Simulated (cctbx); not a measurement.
## Occupancies in SmCuAs

Cell a = 6.8890 Å, b = 4.1080 Å, c = 7.5160 Å, α = 90.00°, β = 90.00°, γ = 90.00°; space group Pnma (no. 62); nominal formula SmCuAs.

The data are simulated with cctbx, not measured: Mo Kα, λ = 0.71073 Å, to d = 0.77 Å, 80 % of the full sphere, strongest reflection 20000 counts, noise from counting, a 3 % proportional error and a noise floor of 4 counts (s.d.); no absorption, and some extinction, which the refinements don't model.

With every site full:

```text
Rint 0.031, 276 unique reflections to 0.77 A
cycle     R1     wR2    GooF  max shift (A)
   1  0.2391  0.5352  20.294   0.00817
   2  0.0917  0.2468   9.359   0.00016
final R1 0.0913 wR2 0.2468 GooF 9.359  parameters 18  data/parameter 15.3
atom        x        y        z      Ueq    occ   su(xyz)  su(Uiso or U11)
Sm1    0.98588  0.75000  0.18314   0.0139  1.000  0.00039  0.0015
As1    0.71630  0.75000  0.88637   0.0055  1.000  0.00066  0.0024
Cu2    0.85717  0.75000  0.56425  -0.0111  1.000  0.00055  0.0019  NPD
difference map: max 13.02 min -4.39 rms 1.72
Q1    0.1253  0.2500  0.4214    4   13.34  0.16 A from Cu2
Q2    0.0177  0.2500  0.7974    4    7.04  0.15 A from Sm1
Q3    0.2314  0.7500  0.6455    4    6.36  0.26 A from As1
Q4    0.0318  0.2500  0.9466    4    4.31  0.98 A from Sm1
Q5    0.0948  0.2500  0.0408    4    2.90  1.41 A from As1
Q6    0.0672  0.7500  0.0851    4    2.75  0.93 A from Sm1
```

With the occupancies of the suspect sites free, each still typed as its main element:

```text
Rint 0.031, 276 unique reflections to 0.77 A
cycle     R1     wR2    GooF  max shift (A)
   1  0.2263  0.4999  19.029   0.00828
   5  0.0106  0.0232   0.883   0.00001
final R1 0.0106 wR2 0.0232 GooF 0.882  parameters 20  data/parameter 13.8
atom        x        y        z      Ueq    occ   su(xyz)  su(Uiso or U11)
Sm1    0.98584  0.75000  0.18414   0.0121  0.847  0.00004  0.0001
As1    0.71640  0.75000  0.88529   0.0120  1.000  0.00006  0.0003
Cu2    0.85731  0.75000  0.56482   0.0077  1.321  0.00005  0.0002
su of occupancy Sm1: 0.003
su of occupancy Cu2: 0.005
difference map: max 0.59 min -0.77 rms 0.17
Q1    0.0514  0.1270  0.1396    8    0.62  1.65 A from Sm1
Q2    0.0379  0.7500  0.7383    4    0.59  1.54 A from As1
Q3    0.1036  0.7500  0.0917    4    0.58  1.07 A from Sm1
Q4    0.0239  0.2500  0.9187    4    0.50  0.78 A from Sm1
Q5    0.0765  0.9976  0.2452    8    0.50  1.28 A from Sm1
Q6    0.1407  0.0109  0.4428    8    0.48  0.98 A from Cu2
```

**Question.** What is the disorder?

X-rays count electrons. Sm1 refines to 0.847(0.003), or 52.5 electrons; the site truly holds 0.7 Sm and 0.3 Cu, 52.1 electrons, which is 0.840 of Sm; Cu2 refines to 1.321(0.005), or 38.3 electrons; the site truly holds 0.7 Cu and 0.3 Sm, 38.9 electrons, which is 1.341 of Cu. A value under 1 can't tell vacancies from a lighter guest, and one over 1 needs a heavier guest; chemistry or a second radiation must settle which. Occupancy correlates with U and the scale, and the two elements' form factors differ in shape, so the match is approximate.

Freeing them takes R1 from 0.0913 to 0.0106 and GooF from 9.36 to 0.88.

The model is made up (kin elements in a known structure type, no relaxation), so it says nothing on whether the phase exists.

[Middle refinement cycles are left out of these outputs.]

[Logs are printed without paths, hosts, clocks, repeated set-up lines and the standing remarks that a program may print on its own settings, such as how far it seeks lower states.]
